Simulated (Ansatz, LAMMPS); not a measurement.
# Gap against volume in amorphous 62TiO2-38Al2O3 (mol %) (90 atoms)

Density of this cell: 3.21 g/cm³. The cell holds 90 atoms: 15 Ti, 18 Al and 57 O. Cell: a = 10.148 Å, b = 10.535 Å, c = 10.231 Å, α = 89.6°, β = 89.2°, γ = 92.0°. The starting structure: 90 atoms (15 Ti, 18 Al, 57 O) placed at random at 3.31 g/cm³, melted at 5000 K for 10 ps at fixed volume with the Morse and Coulomb pair potential with partial charges (Pedone, Malavasi, Menziani, Cormack and Segre, J. Phys. Chem. B 110, 11780 (2006)). Quenched from 5000 K to 300 K at 50 K/ps and fixed volume, held 5 ps, then minimised at fixed cell.

Calculated with Ansatz 0.2.0: Kohn-Sham DFT, PBE, PAW (set soft_2), plane waves; cutoff 420 eV, Γ point, gaussian smearing of 0.05 eV. The relaxed cell was scaled evenly and the atoms were relaxed at each volume. The gap is that between the highest filled and the lowest empty Kohn-Sham level on the run's k-points.

| volume (Å³/atom) | gap (eV) |
| --- | --- |
| 10.930 | 2.861 |
| 11.416 | ? |
| 11.780 | 2.888 |
| 12.144 | 2.832 |
| 12.509 | 2.785 |
| 12.873 | 2.705 |

**Question.** Fit a straight line in ln V to the rows given and interpolate to the withheld row.

**Working.**

A volume deformation potential makes the spacing linear in u = ln(V/V0), with V0 = 12.144 Å³ the relaxed volume; v is the spacing.

| u = ln(V/V0) | v (eV) |
| --- | --- |
| -0.105361 | 2.8606 |
| -0.0304587 | 2.8878 |
| 0 | 2.8316 |
| 0.0295587 | 2.7846 |
| 0.0582694 | 2.7051 |

With n = 5: mean u = -0.00959828, mean v = 2.81394, Σ(u − ū)² = 0.015837, Σ(u − ū)(v − v̄) = -0.014375. Slope b = -0.014375 / 0.015837 = -0.90769; intercept a = v̄ − b ū = 2.8052.

At the withheld volume u = -0.06187, and v = a + b u.

Prediction at 11.416: 2.861 eV. The run gave 2.831 eV, so the fit is high by 0.030 eV (1.1 % of the value).

The rows follow a line only loosely (correlation 0.78 in size over all rows, under the 0.97 asked here), so the slope of -0.91 eV is a mean trend and no deformation potential. Among the rows given, the largest miss of the fit is at 11.780, by 0.055 eV (30 % of the range of the table).

Limits: The table spans 16 % in volume, wide for a linear law. Semilocal functionals tend to put gaps under measured ones. Only the Γ point is sampled. Atoms move by up to 1.2 Å in these relaxations, so the structure changes along the series. Defect or tail levels can set the spacing of a disordered cell.

[Hosts, paths, dates, database ids (printed as entryN), source tags and the programs' standing remarks are cut or masked in the printed files.]
